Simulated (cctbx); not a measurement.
## Lattice, Laue class and space group of a new crystal

Cell: a = 4.3570 Å, b = 10.0160 Å, c = 12.6630 Å, α = 90.00°, β = 90.00°, γ = 90.00°. Expected content of the cell: Ho6 Zr6 Ga16.

Simulated single-crystal data (cctbx): Mo Kα, λ = 0.71073 Å, to d = 0.65 Å, 95 % of the full sphere, strongest reflection 70000 counts, noise from counting, a 4 % proportional error and a noise floor of 8 counts (s.d.); no absorption.

A first pass over the reflections prints:

```text
8011 reflections to d = 0.650 A
centring   violations  <I/sigma> of those
    A       1665 of  4001      7.2
    B       1682 of  3996      7.0
    C       1589 of  3955      6.8
    I          0 of  4026      0.0
    R       2258 of  5364      7.1
    F       2468 of  5976      7.0
Laue class    unique    Rint  (classes that these axes allow; Friedel mates merged)
I 1 2/m 1        1104   0.031
I 1 1 2/m        1095   0.031
I 2/m 1 1        1170   0.031
I m m m           635   0.033
space group    extra absences  I>4sigma  <I/sigma>
I 2 2 2                 0          0         -  acentric
I 21 21 21              0          0         -  acentric
I m m 2                 0          0         -  acentric
I 2 m m                 0          0         -  acentric
I m 2 m                 0          0         -  acentric
I m m m                 0          0         -  centric
Wilson B = 0.71 A^2   <|E^2-1|> = 0.931 (0.968 centric, 0.736 acentric)   E^2>4: 3.5 %
shell (A)         n   <I/sigma>
 7.86 - 1.30     95     36.3
 1.30 - 1.03     76     35.5
 1.03 - 0.90     82     36.2
 0.90 - 0.82     82     34.2
 0.82 - 0.76     72     32.9
 0.76 - 0.72     74     32.3
 0.72 - 0.68     77     30.1
 0.68 - 0.65     77     26.5
```

**Question.** What are the lattice type, the Laue class and the likely space group?

The reflections that I centring forbids are absent (⟨I/σ⟩ near 0), so the lattice is I.

Rint stays low (0.031 to 0.033) up to I m m m, the highest class in these axes.

6 settings pass the absence test. No glide or screw absences show, which leaves I 2 2 2, I 21 21 21, I m m 2, I 2 m m, I m 2 m and I m m m.

⟨|E²−1|⟩ = 0.931 leans to a centrosymmetric structure. The Wilson B of 0.71 Å² means U ≈ 0.0090 Å².

The true group is Immm (no. 71), Laue class mmm, centrosymmetric. The tables only narrow the choice to the tied entries; cell content, site symmetry and trial solutions must settle it.

The model is made up (kin elements in a known structure type, no relaxation), so it says nothing on whether the phase exists.

[Logs are printed without paths, hosts, clocks, repeated set-up lines and the standing remarks that a program may print on its own settings, such as how far it seeks lower states.]
